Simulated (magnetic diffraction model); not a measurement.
# Which magnetic order? Mg₃Mn₂S₇

Space group I4/mmm (no. 139), a = 4.3840 Å, c = 22.7240 Å.

| site | atom | x | y | z |
| --- | --- | --- | --- | --- |
| 4e | Mn | 1/2 | 1/2 | 0.4027 |
| 4e | S | 0 | 0 | 0.1925 |
| 2a | S | 0 | 0 | 0 |
| 8g | S | 1/2 | 0 | 0.0978 |
| 4e | Mg | 1/2 | 1/2 | 0.1812 |
| 2b | Mg | 1/2 | 1/2 | 0 |

The compound is invented for this exercise: a known structure type with other elements, its cell scaled to their sizes and not relaxed.

Only Mn is taken to order (form factors of Mn4+); orders and moment sizes are assumed, and not adapted to the symmetry. Radiation: neutrons of λ = 2.52 Å, 8° to 100°; isotropic B of 0.17 Å² (Mn), 0.23 Å² (S) and 0.23 Å² (Mg). The intensities are simulated: I ∝ L Σ (|F_N|² + |F_M⊥|²) for unpolarised neutrons, with F_M = 2.695 fm/μB × Σ f(s) S exp(2πi Q·r) exp(−B s²) at Q = H ± k (one set where k and −k are equivalent), only the part normal to Q counting and L = 1/(sin²θ cos θ). For collinear order S is the moment m, which repeats by lattice and centring translations R with the sign exp(−2πi k·R). Form factors are spin-only for 3d ions and dipole or tabulated for f ions, scattering lengths are Sears's of 1992, and absorption is left out. A label names one of the reflections at its angle. The strongest nuclear line in the range is 100, and lines under 0.2 are left out.

Above the ordering temperature:

| 2θ (°) | index | I |
| --- | --- | --- |
| 12.73 | (0 0 2) | 1.1 |
| 25.63 | (0 0 4) | 1.6 |
| 34.04 | (1 0 1) | 26.6 |
| 38.79 | (1 0 3) | 3.8 |
| 38.86 | (0 0 6) | 12.6 |
| 47.07 | (1 0 5) | 0.3 |
| 47.97 | (1 1 0) | 1.9 |
| 49.84 | (1 1 2) | 9.6 |
| 52.67 | (0 0 8) | 1.1 |
| 55.17 | (1 1 4) | 43.6 |
| 63.37 | (1 1 6) | 100.0 |
| 67.35 | (0 0 10) | 7.7 |
| 70.17 | (2 0 0) | 26.1 |
| 73.97 | (1 1 8) | 7.4 |
| 76.07 | (2 0 4) | 1.0 |
| 80.34 | (2 1 1) | 13.4 |
| 83.19 | (2 1 3) | 2.3 |
| 83.23 | (2 0 6) | 15.6 |
| 83.42 | (0 0 12) | 2.0 |
| 84.79 | (1 0 11) | 12.8 |
| 88.84 | (2 1 5) | 0.2 |
| 93.12 | (2 0 8) | 2.0 |

Below it (cell unchanged):

```tsv
2θ (°)	I
12.73	1.1
19.15	33.2
25.63	1.6
34.04	26.6
35.88	18.1
38.79	3.8
38.86	12.6
42.57	6.8
45.68	4.2
47.07	0.3
47.97	1.9
48.44	3.0
49.84	9.6
52.10	7.8
52.16	2.9
52.67	1.1
55.17	43.6
59.87	1.3
63.37	100.0
63.82	7.2
67.35	7.7
68.39	4.4
70.17	26.1
70.55	1.1
73.51	3.0
73.97	7.4
75.17	0.2
76.07	1.0
80.12	1.9
80.34	13.4
81.41	4.1
83.19	2.3
83.23	15.6
83.42	2.0
84.79	12.8
85.67	1.8
```
(The table stops after 36 lines; 8 more lie at higher angle.)

**Question.** Find the propagation vector, then choose among these models:
A. collinear moments along [001], 2.85 μB on Mn; signs + at (1/2, 1/2, 0.4027), + at (0, 0, 0.0973)
B. collinear moments along [100], 2.85 μB on Mn; signs + at (1/2, 1/2, 0.4027), + at (0, 0, 0.0973)
C. collinear moments along [100], 2.85 μB on Mn; signs + at (1/2, 1/2, 0.4027), − at (0, 0, 0.0973)
D. collinear moments along [001], 2.85 μB on Mn; signs + at (1/2, 1/2, 0.4027), − at (0, 0, 0.0973)

The new lines index as (0 0 3) at 19.15°, (1 0 2) at 35.88°, (1 0 4) at 42.57° and (0 0 7) at 45.68°, that is as H ± k with k = (0 1 0). The indices are whole but break the lattice centring, so the moments reverse under a centring translation, those with k·t a half-integer. Below the range, at 6.36°, lies the magnetic line (0 0 1) with 111.

Magnetic intensity, observed (below minus above) and for each model:

| 2θ (°) | index | observed | A | B | C | D |
| --- | --- | --- | --- | --- | --- | --- |
| 19.15 | (0 0 3) | 33.2 | <0.2 | 33.2 | 2.4 | <0.2 |
| 32.19 | (0 0 5) | <0.2 | <0.2 | <0.2 | 11.5 | <0.2 |
| 33.41 | (1 0 0) | <0.2 | <0.2 | <0.2 | 10.7 | 21.3 |
| 35.88 | (1 0 2) | 18.1 | 27.9 | 18.1 | 2.4 | 3.7 |
| 48.44 | (1 1 1) | 3.0 | 5.7 | 3.0 | 6.0 | 11.6 |
| 52.10 | (1 1 3) | 7.8 | 11.8 | 7.8 | 0.6 | 0.8 |
| 58.95 | (1 1 5) | <0.2 | <0.2 | <0.2 | 7.0 | 7.3 |
| 63.82 | (1 0 8) | 7.2 | 2.5 | 7.2 | 0.2 | <0.2 |

Model B matches.

The structure used: k = (0 1 0), collinear moments along [100], 2.85 μB on Mn; signs + at (1/2, 1/2, 0.4027), + at (0, 0, 0.0973).

[Logs are printed without paths, hosts, clocks, repeated set-up lines and the standing remarks that a program may print on its own settings, such as how far it seeks lower states.]
